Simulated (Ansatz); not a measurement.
ZnInGaO4 (R3m), computed twice by G0W0.

```
Zn In Ga O
1.0
     1.68033    0.97014    8.71341
    -1.68033    0.97014    8.71341
     0.00000   -1.94027    8.71341
Zn In Ga O
1 1 1 4
Cartesian
  0.0000 0.0000 5.7086
  0.0000 0.0000 0.0724
  0.0000 0.0000 20.5732
  0.0000 0.0000 7.7151
  0.0000 0.0000 18.5951
  0.0000 0.0000 3.1817
  0.0000 0.0000 22.5747
```

The cell and positions are those that the Materials Project relaxed with its own functionals (PBE, PBE+U or r2SCAN), kept fixed.

The first (Ansatz 0.2.0; start PBE, 6×6×6 mesh, 675 empty bands, screening to 230 eV, PAW set soft_1 files; 1 × NVIDIA H100 80GB HBM3 (shared by 6 runs) with 2 threads of AMD EPYC 7R13 (Zen 3), shared host) gave, on its mesh: starting gap 1.07 eV, G0W0 gap 2.59 eV, RPA ε∞ (mean) 4.76, 17 min.

The second gave: starting gap 1.07 eV, G0W0 gap 2.56 eV, RPA ε∞ (mean) 4.85, 2.2 min.

What was changed in the input? Choose among start, files, mesh, bands and cutoff, frequency model or another key.

Changed: empty bands from 675 to 110 and screening cutoff (eV) from 230.0 to 69. The starting gap stayed, which rules out the functional and points to the GW step. Other changes could give like numbers; this is the one that was made.

Limits: not at the basis limit; d shell near the gap, gap tends to lie low; no spin-orbit coupling.

[Paths, hosts, dates, memory and timing lines, banners, echoed tables and standing remarks are left out of the program output.]

[Logs are printed without paths, hosts, clocks, repeated set-up lines and the standing remarks that a program may print on its own settings, such as how far it seeks lower states.]

[Runs of the session that timed out or met a known fault of the program may be left out.]

[Cells called generated may have been cut or substituted from an entry of the Crystallography Open Database or the Materials Project.]

[Hosts, paths, dates, database ids (printed as entryN), source tags and the programs' standing remarks are cut or masked in the printed files.]
